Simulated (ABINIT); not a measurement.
# Quasiparticle gap of LiCl (Fm-3m) in ABINIT, part 2 of 3

How does a plane-wave GW calculation on LiCl (Fm-3m) run from the first input to the gap?

ABINIT 10.8.3; LDA and many-body steps on it, plane waves. Known limits of the many-body steps: not at the basis limit; coarse k mesh.

So far. Step 2 (Ground state): The gap is direct, at Γ.

The database entry behind the starting cell differs from later determinations by our own check (0.1 to 0.3 % short, probably kX units), so it need not match the best structure at ambient conditions.

## Step 3: Bands along the symmetry lines

Level of this step: DFT, LDA, plane waves, norm-conserving pseudopotentials (ABINIT).

Levels along a band path, at the cheap level, show where the edges lie and whether the meshes to come will hold them.

The input, run.abi:

```
acell 3*1.0 Angstrom
rprim 
  0.000000000000 2.564770000000 2.564770000000
  2.564770000000 0.000000000000 2.564770000000
  2.564770000000 2.564770000000 -0.000000000000
ntypat 2
znucl 3 17
natom 2
typat 1 2
xred 
  0.000000000000 0.000000000000 0.000000000000
  0.500000000000 0.500000000000 0.500000000000
pp_dirpath "pseudos"
pseudos "Li.upf, Cl.upf"
ecut 33
iscf -2
irdden 1
kptopt 0
nkpt 50
kpt 
  0.00000000 0.00000000 0.00000000
  0.06250000 0.00000000 0.06250000
  0.12500000 0.00000000 0.12500000
  0.18750000 0.00000000 0.18750000
  0.25000000 0.00000000 0.25000000
  0.31250000 0.00000000 0.31250000
  0.37500000 0.00000000 0.37500000
  0.43750000 0.00000000 0.43750000
  0.50000000 0.00000000 0.50000000
  0.51562500 0.03125000 0.51562500
  0.53125000 0.06250000 0.53125000
  0.54687500 0.09375000 0.54687500
  0.56250000 0.12500000 0.56250000
  0.57812500 0.15625000 0.57812500
  0.59375000 0.18750000 0.59375000
  0.60937500 0.21875000 0.60937500
  0.62500000 0.25000000 0.62500000
  0.37500000 0.37500000 0.75000000
  0.32812500 0.32812500 0.65625000
  0.28125000 0.28125000 0.56250000
  0.23437500 0.23437500 0.46875000
  0.18750000 0.18750000 0.37500000
  0.14062500 0.14062500 0.28125000
  0.09375000 0.09375000 0.18750000
  0.04687500 0.04687500 0.09375000
  0.00000000 0.00000000 0.00000000
  0.06250000 0.06250000 0.06250000
  0.12500000 0.12500000 0.12500000
  0.18750000 0.18750000 0.18750000
  0.25000000 0.25000000 0.25000000
  0.31250000 0.31250000 0.31250000
  0.37500000 0.37500000 0.37500000
  0.43750000 0.43750000 0.43750000
  0.50000000 0.50000000 0.50000000
  0.50000000 0.46875000 0.53125000
  0.50000000 0.43750000 0.56250000
  0.50000000 0.40625000 0.59375000
  0.50000000 0.37500000 0.62500000
  0.50000000 0.34375000 0.65625000
  0.50000000 0.31250000 0.68750000
  0.50000000 0.28125000 0.71875000
  0.50000000 0.25000000 0.75000000
  0.50000000 0.21875000 0.71875000
  0.50000000 0.18750000 0.68750000
  0.50000000 0.15625000 0.65625000
  0.50000000 0.12500000 0.62500000
  0.50000000 0.09375000 0.59375000
  0.50000000 0.06250000 0.56250000
  0.50000000 0.03125000 0.53125000
  0.50000000 0.00000000 0.50000000
istwfk *1
nband 12
nbdbuf 2
tolwfr 1e-08
nstep 40
prtwf 0
prtvol 0
indata_prefix "in"
outdata_prefix "out"
tmpdata_prefix "tmp"
```

The run is started by

```bash
$ OMP_NUM_THREADS=1 mpirun -n 4 abinit run.abi > log
```

Numbers of over 12 decimals in the logs are rounded to 6 here.

Output:

```text
.Version 10.8.3 of ABINIT. v10.8.2 released Aug 2026.

 Symmetries : space group Fm -3 m (#225); Bravais cF (face-center cubic)
[... echo of the input left out ...]
== DATASET  1 ==================================================================
-   mpi_nproc: 4, omp_nthreads: 1 (-1 if OMP is not activated)

--- !DatasetInfo
iteration_state: {dtset: 1, }
dimensions: {natom: 2, nkpt: 50, mband: 12, nsppol: 1, nspinor: 1, nspden: 1, mpw: 2085, }
cutoff_energies: {ecut:  33.0, pawecutdg:  -1.0, }
electrons: {nelect:   1.00000000E+01, charge:   0.00000000E+00, occopt:   1.00000000E+00, tsmear:   1.00000000E-02, }

 Real(R)+Recip(G) space primitive vectors, cartesian coordinates (Bohr,Bohr^-1):
 R(1)=  0.0000000  4.8467129  4.8467129  G(1)= -0.1031627  0.1031627  0.1031627
 R(2)=  4.8467129  0.0000000  4.8467129  G(2)=  0.1031627 -0.1031627  0.1031627
 R(3)=  4.8467129  4.8467129  0.0000000  G(3)=  0.1031627  0.1031627 -0.1031627
 Unit cell volume ucvol=  2.2770464E+02 bohr^3
 Angles (23,13,12)=  6.00000000E+01  6.00000000E+01  6.00000000E+01 degrees

 getcut: wavevector=  0.0000  0.0000  0.0000  ngfft=  36  36  36
         ecut(hartree)=     33.000   => boxcut(ratio)=   2.03104

--- Pseudopotential description ------------------------------------------------
- Li Generated using ONCVPSP code by D. R. Hamann
-  3.00000   3.00000  180309                  znucl, zion, pspdat
12 -1012 1 -1 1944                            pspcod,pspxc,lmax,lloc,mmax
     nproj     2     2     0
  pspatm : epsatm=    2.61415252
         --- l  ekb(1:nproj) -->
             0   -4.854561   -1.448487
             1   -2.179236   -0.444438
 pspatm: atomic psp has been read  and splines computed

- Cl Generated using ONCVPSP code by D. R. Hamann
- 17.00000   7.00000  180309                  znucl, zion, pspdat
12 -1012 2 -1 1016                            pspcod,pspxc,lmax,lloc,mmax
     nproj     2     2     2
  pspatm : epsatm=    8.88507506
         --- l  ekb(1:nproj) -->
             0    8.195043    0.715728
[...]
pspatm: atomic psp has been read  and splines computed

--------------------------------------------------------------------------------

================================================================================
 prteigrs : about to open file out_EIG
 Non-SCF case, kpt    1 (  0.00000  0.00000  0.00000), residuals and eigenvalues=
  7.96E-09  7.21E-09  1.41E-09  2.55E-09  5.12E-09  2.96E-09  4.89E-09  7.49E-09
  7.85E-09  6.22E-09  4.06E-05  3.70E-06
 -1.5565E+00 -4.8741E-01  3.0188E-03  3.0188E-03  3.0188E-03  2.2311E-01
  4.2866E-01  4.2866E-01  4.2866E-01  5.2225E-01  5.2314E-01  5.2502E-01
 Non-SCF case, kpt    2 (  0.06250  0.00000  0.06250), residuals and eigenvalues=
  4.23E-09  6.60E-09  1.71E-09  1.17E-09  6.35E-09  1.48E-09  6.60E-09  6.27E-09
  5.81E-09  2.73E-09  3.35E-05  7.15E-09
 -1.5565E+00 -4.8643E-01 -1.8612E-03  1.1805E-03  1.1805E-03  2.3014E-01
[...]
Non-SCF case, kpt    3 (  0.12500  0.00000  0.12500), residuals and eigenvalues=
  1.18E-09  7.93E-09  5.43E-09  1.04E-09  2.69E-09  1.02E-09  7.59E-09  6.80E-09
  5.09E-09  6.46E-09  2.11E-04  1.39E-08
[...]
Non-SCF case, kpt   49 (  0.50000  0.03125  0.53125), residuals and eigenvalues=
[...]
Non-SCF case, kpt   50 (  0.50000  0.00000  0.50000), residuals and eigenvalues=
[...]
-1.5563E+00 -4.5657E-01 -1.0689E-01 -3.8766E-02 -3.8766E-02  2.8169E-01
  2.9533E-01  4.4743E-01  5.0772E-01  5.0772E-01  6.0771E-01  6.6064E-01

--- !ResultsGS
iteration_state: {dtset: 1, }
comment   : Summary of ground state results
lattice_vectors:
- [  0.0000000,   4.8467129,   4.8467129, ]
- [  4.8467129,   0.0000000,   4.8467129, ]
- [  4.8467129,   4.8467129,  -0.0000000, ]
lattice_lengths: [   6.85429,    6.85429,    6.85429, ]
lattice_angles: [ 60.000,  60.000,  60.000, ] # degrees, (23, 13, 12)
lattice_volume:   2.2770464E+02
convergence: {deltae:  0.000E+00, res2:  0.000E+00, residm:  9.875E-09, diffor:  0.000E+00, }
etotal    :  -2.36532230E+01
entropy   :   0.00000000E+00
fermie    :   3.01875738E-03
cartesian_stress_tensor: null
pressure_GPa: null
xred      :
- [  0.0000E+00,   0.0000E+00,   0.0000E+00, Li]
- [  5.0000E-01,   5.0000E-01,   5.0000E-01, Cl]
cartesian_forces: null
force_length_stats: {min: null, max: null, mean: null, }

 Integrated electronic density in atomic spheres:
 ------------------------------------------------
 Atom  Sphere_radius  Integrated_density
[...]
================================================================================

 ----iterations are completed or convergence reached----

 Mean square residual over all n,k,spin=   47.210E-10; max=  98.754E-10
 reduced coordinates (array xred) for    2 atoms
       0.000000000000      0.000000000000      0.000000000000
       0.500000000000      0.500000000000      0.500000000000

 cartesian coordinates (angstrom) at end:
[...]
length scales=  1.889726125908  1.889726125908  1.889726125908 bohr
              =  1.000000000000  1.000000000000  1.000000000000 angstroms
 prteigrs : about to open file out_EIG
 Eigenvalues (hartree) for nkpt=  50  k points:
 kpt#   1, nband= 12, wtk=  1.00000, kpt=  0.0000  0.0000  0.0000 (reduced coord)
[...]
kpt#   2, nband= 12, wtk=  1.00000, kpt=  0.0625  0.0000  0.0625 (reduced coord)
[...]
kpt#   3, nband= 12, wtk=  1.00000, kpt=  0.1250  0.0000  0.1250 (reduced coord)
[...]
kpt#  49, nband= 12, wtk=  1.00000, kpt=  0.5000  0.0313  0.5313 (reduced coord)
  -1.55634   -0.45659   -0.10639   -0.03966   -0.03870    0.28279    0.29700    0.44598
   0.50009    0.50875    0.61496    0.65947
 kpt#  50, nband= 12, wtk=  1.00000, kpt=  0.5000  0.0000  0.5000 (reduced coord)
  -1.55634   -0.45657   -0.10689   -0.03877   -0.03877    0.28169    0.29533    0.44743
   0.50772    0.50772    0.60771    0.66064

== END DATASET(S) ==============================================================
================================================================================

 -outvars: echo values of variables after computation  --------
            nband          12
             nkpt          50
          spgroup         225
 [... the other variables as echoed above ...]

 Calculation completed.
```

Elapsed: 5.5 s, on 4 MPI ranks of Arm Neoverse V1, shared host; peak memory 0.31 GiB.

Numbers from this step:

```
gap                        : 5.985 eV
k of the valence top       : 0.0938, 0.0938, 0.1875
k of the conduction bottom : 0, 0, 0
least direct gap           : 5.989 eV
```

The gap is 5.985 eV, −0.004 eV from the run before at this level.

The electronic bands at the labelled points (eV, zero at the top of the highest filled band; v1 is the highest filled band, c1 the lowest empty one):

| point | v4 | v3 | v2 | v1 | c1 | c2 | c3 | c4 |
| --- | --- | --- | --- | --- | --- | --- | --- | --- |
| Γ | -13.35 | 0.00 | 0.00 | 0.00 | 5.99 | 11.58 | 11.58 | 11.58 |
| halfway | -12.97 | -1.57 | -0.61 | -0.61 | 8.24 | 9.21 | 9.39 | 12.16 |
| X | -12.51 | -2.99 | -1.14 | -1.14 | 7.58 | 7.95 | 12.09 | 13.73 |
| halfway | -12.51 | -2.89 | -1.37 | -1.07 | 7.69 | 8.41 | 11.79 | 12.76 |
| U | -12.54 | -2.57 | -1.84 | -0.86 | 7.75 | 9.63 | 11.11 | 11.39 |
| jump to K | -12.54 | -2.57 | -1.84 | -0.86 | 7.75 | 9.63 | 11.11 | 11.39 |
| halfway | -12.96 | -1.77 | -0.90 | -0.09 | 7.60 | 9.76 | 10.00 | 10.56 |
| Γ | -13.35 | 0.00 | 0.00 | 0.00 | 5.99 | 11.58 | 11.58 | 11.58 |
| halfway | -13.07 | -1.64 | -0.14 | -0.14 | 6.87 | 10.33 | 10.33 | 10.65 |
| L | -12.76 | -2.90 | -0.26 | -0.26 | 6.39 | 9.14 | 9.14 | 12.66 |
| halfway | -12.65 | -2.62 | -1.36 | -0.60 | 7.87 | 9.00 | 10.19 | 11.43 |
| W | -12.52 | -2.20 | -2.20 | -1.09 | 9.26 | 9.77 | 10.11 | 10.11 |
| halfway | -12.51 | -2.78 | -1.49 | -1.12 | 8.06 | 8.62 | 11.50 | 11.80 |
| X | -12.51 | -2.99 | -1.14 | -1.14 | 7.58 | 7.95 | 12.09 | 13.73 |

The electronic bands as a text plot (rows in eV, shown from -8.0 to 11.7 only):

```
   11.2 |++++     +     +++      +++++++++++ ++       ++    ++
   10.4 |  +++             ++++++++++    ++++         +++++++
    9.6 |    +++++       ++   +++++          ++++ ++++   ++++
    8.8 |       ++     ++                        ++++++++  +++
    8.0 |     +++++++++++++++++++                     +      ++++
    7.1 |    +                   ++        ++++     ++
    6.3 |++++                      ++++++++    +++++
    5.5 |
    4.7 |
    3.9 |
    3.1 |
    2.2 |
    1.4 |
    0.6 |
   -0.2 |*******            ***************************
   -1.0 |    *  ************  *******      *         ************
   -1.9 |     ****      *********           ***        *******
   -2.7 |         *********                    **********  ******
   -3.5 |
   -4.3 |
   -5.1 |
   -6.0 |
   -6.8 |
   -7.6 |
         Γ           X  U|K            Γ         L        W     X
```

## Step 4: Empty states on the mesh, 4×4×4 mesh, 76 bands

The sums over transitions need many empty states on a uniform mesh; this step solves for them.

The input, run.abi:

```
acell 3*1.0 Angstrom
rprim 
  0.000000000000 2.564770000000 2.564770000000
  2.564770000000 0.000000000000 2.564770000000
  2.564770000000 2.564770000000 -0.000000000000
ntypat 2
znucl 3 17
natom 2
typat 1 2
xred 
  0.000000000000 0.000000000000 0.000000000000
  0.500000000000 0.500000000000 0.500000000000
pp_dirpath "pseudos"
pseudos "Li.upf, Cl.upf"
ecut 33
ngkpt 4 4 4
nshiftk 1
shiftk 0 0 0
kptopt 1
chksymbreak 0
irdden 1
istwfk *1
nband 76
prtvol 0
optdriver 6
gwr_task "HDIAGO"
paral_kgb 0
occopt 1
indata_prefix "in"
outdata_prefix "out"
tmpdata_prefix "tmp"
```

Output:

```text
[banner, memory and clock lines left out]
.Version 10.8.3 of ABINIT. v10.8.2 released Aug 2026.

 Symmetries : space group Fm -3 m (#225); Bravais cF (face-center cubic)
[... echo of the input left out ...]
== DATASET  1 ==================================================================
-   mpi_nproc: 4, omp_nthreads: 1 (-1 if OMP is not activated)

--- !DatasetInfo
iteration_state: {dtset: 1, }
dimensions: {natom: 2, nkpt: 8, mband: 76, nsppol: 1, nspinor: 1, nspden: 1, mpw: 2085, }
cutoff_energies: {ecut:  33.0, pawecutdg:  -1.0, }
electrons: {nelect:   1.00000000E+01, charge:   0.00000000E+00, occopt:   1.00000000E+00, tsmear:   1.00000000E-02, }

.Using double precision arithmetic; gwpc =  8

- Reading GS density from: in_DEN

--- Pseudopotential description ------------------------------------------------
- Li Generated using ONCVPSP code by D. R. Hamann
-  3.00000   3.00000  180309                  znucl, zion, pspdat
12 -1012 1 -1 1944                            pspcod,pspxc,lmax,lloc,mmax
     nproj     2     2     0
  pspatm : epsatm=    2.61415252
         --- l  ekb(1:nproj) -->
             0   -4.854561   -1.448487
             1   -2.179236   -0.444438
 pspatm: atomic psp has been read  and splines computed

- Cl Generated using ONCVPSP code by D. R. Hamann
- 17.00000   7.00000  180309                  znucl, zion, pspdat
12 -1012 2 -1 1016                            pspcod,pspxc,lmax,lloc,mmax
     nproj     2     2     2
  pspatm : epsatm=    8.88507506
         --- l  ekb(1:nproj) -->
             0    8.195043    0.715728
             1    3.854313    1.104197
             2   -2.920207   -0.831515
 pspatm: atomic psp has been read  and splines computed

   1.14992276E+02                                ecore*ucvol(ha*bohr**3)

 Total charge density [el/Bohr^3]
)     Maximum=    2.7294E+00  at reduced coord.    0.0000    0.0000    0.0000
)     Minimum=    3.7657E-03  at reduced coord.    0.2500    0.2500    0.2500
   Integrated=    1.0000E+01

 === KS gaps after direct diagonalization ===
 Direct band gap semiconductor
 Fundamental gap:     5.989 (eV)
   VBM:     0.082 (eV) at k: [ 0.0000E+00,  0.0000E+00,  0.0000E+00]
   CBM:     6.071 (eV) at k: [ 0.0000E+00,  0.0000E+00,  0.0000E+00]
 Direct gap:         5.989 (eV) at k: [ 0.0000E+00,  0.0000E+00,  0.0000E+00]

== END DATASET(S) ==============================================================

 -outvars: echo values of variables after computation  --------
           etotal      0.0000000000E+00
            nband          76
             nkpt           8
          spgroup         225
 [... the other variables as echoed above ...]

 Calculation completed.
```

It took 15 s on 4 MPI ranks; peak memory 1.2 GiB; 60 s of CPU time.

Numbers from this step:

- gap: 5.989 eV
- k of the valence top: 0, 0, 0
- k of the conduction bottom: 0, 0, 0
- least direct gap: 5.989 eV
- k points computed: 8
- lowest point of the top converged band, above the valence top: 78.9661 eV

On this mesh the gap is 5.989 eV.

## Step 5: Screening, 4×4×4 mesh, 68 bands, screening to 130.6 eV

The RPA dielectric matrix is built and inverted for each q.

This step: RPA screening on LDA, plane waves, norm-conserving pseudopotentials.

Edit run.abi of step 4 so:

```diff
@@ -20,10 +20,11 @@
 chksymbreak 0
-irdden 1
 istwfk *1
-nband 76
-prtvol 0
-optdriver 6
-gwr_task "HDIAGO"
-paral_kgb 0
 occopt 1
+irdwfk 1
+optdriver 3
+nband 68
+ecuteps 4.8
+inclvkb 2
+awtr 1
+symchi 1
 indata_prefix "in"
```

Output:

```text
.Version 10.8.3 of ABINIT. v10.8.2 released Aug 2026.

 Symmetries : space group Fm -3 m (#225); Bravais cF (face-center cubic)
[... echo of the input left out ...]
== DATASET  1 ==================================================================
-   mpi_nproc: 4, omp_nthreads: 1 (-1 if OMP is not activated)

--- !DatasetInfo
iteration_state: {dtset: 1, }
dimensions: {natom: 2, nkpt: 8, mband: 68, nsppol: 1, nspinor: 1, nspden: 1, mpw: 2085, }
cutoff_energies: {ecut:  33.0, pawecutdg:  -1.0, }
electrons: {nelect:   1.00000000E+01, charge:   0.00000000E+00, occopt:   1.00000000E+00, tsmear:   1.00000000E-02, }

 SCREENING: Calculation of the susceptibility and dielectric matrices

 Based on a program developped by R.W. Godby, V. Olevano, G. Onida, and L. Reining.
 Incorporated in ABINIT by V. Olevano, G.-M. Rignanese, and M. Torrent.
.Using double precision arithmetic ; gwpc =  8

[... cell and pseudopotentials left out ...]
--------------------------------------------------------------------------------

 ==== K-mesh for the wavefunctions ====
 Number of points in the irreducible wedge :     8
[... list of points left out ...]
 Together with 48 symmetry operations and time-reversal symmetry
 yields    64 points in the full Brillouin Zone.

 ==== Q-mesh for the screening function ====
 Number of points in the irreducible wedge :     8
[... list of points left out ...]
 Together with 48 symmetry operations and time-reversal symmetry
 yields    64 points in the full Brillouin Zone.

 setmesh: FFT mesh size selected  =    24x   24x   24
          total number of points  =        13824

 vcoul_init : cutoff-mode = AUXILIARY_FUNCTION
 q-points for optical limit:   1
     1)      0.000010    0.000020    0.000030

- screening: taking advantage of time-reversal symmetry
- Maximum band index for partially occupied states nbvw = 5
- Remaining bands to be divided among processors   nbcw = 63
- Number of bands treated by each node ~15

 Number of electrons calculated from density =   10.0000; Expected =   10.0000
 average of density, n =  0.043917
 r_s =    1.7583
 omega_plasma =   20.2148 [eV]

 calculating chi0 at frequencies [eV] :
  1    0.000000E+00    0.000000E+00
  2    0.000000E+00    2.021481E+01

--------------------------------------------------------------------------------
  q-point number  1        q = ( 0.000000, 0.000000, 0.000000) [r.l.u.]
--------------------------------------------------------------------------------
[... chi0 elements left out ...]
 For q-point:  0.000010 0.000020 0.000030
  dielectric constant =   3.0046
  dielectric constant without local fields =   3.5194

  Average fulfillment of the sum rule on Im[epsilon] for q-point    1 :     72.72  [%]
[... wings left out ...]
  q-point number  2        q = ( 0.250000, 0.000000, 0.000000) [r.l.u.]
--------------------------------------------------------------------------------
[... chi0 elements left out ...]
  Average fulfillment of the sum rule on Im[epsilon] for q-point    2 :     81.28  [%]

 [... 6 further q-points ...]
```

Run time: 5.6 s. Hardware: 4 MPI ranks; peak memory 0.51 GiB.

Numbers from this step:

```yaml
eps_infinity_with_local_fields_on_this_mesh_along_the_program_s_q_direction: 3.005
the_same_without_local_fields: 3.519
plasma_frequency: 20.21 eV
plane_waves_in_the_screening_matrix: 113
```

Local fields lower ε∞ by 15 %. On a Γ-centred mesh this coarse the value itself is usually too large, while a short band sum pulls it down.

[end of part 2 of 3]

[Paths, hosts, dates, memory and timing lines, banners, echoed tables and standing remarks are left out of the program output.]

[Logs are printed without paths, hosts, clocks, repeated set-up lines and the standing remarks that a program may print on its own settings, such as how far it seeks lower states.]

[Runs of the session that timed out or met a known fault of the program may be left out.]

[Hosts, paths, dates, database ids (printed as entryN), source tags and the programs' standing remarks are cut or masked in the printed files.]

[G0W0 gaps are taken among the corrected bands and points alone; a level outside them can change the order at an edge.]

[Where Ansatz stands beside ABINIT at settings called matched, ABINIT's density can come from a denser mesh and the files from another edition; pairs whose starting gaps differed by over 0.03 eV were left out, so agreement reads better than it is.]
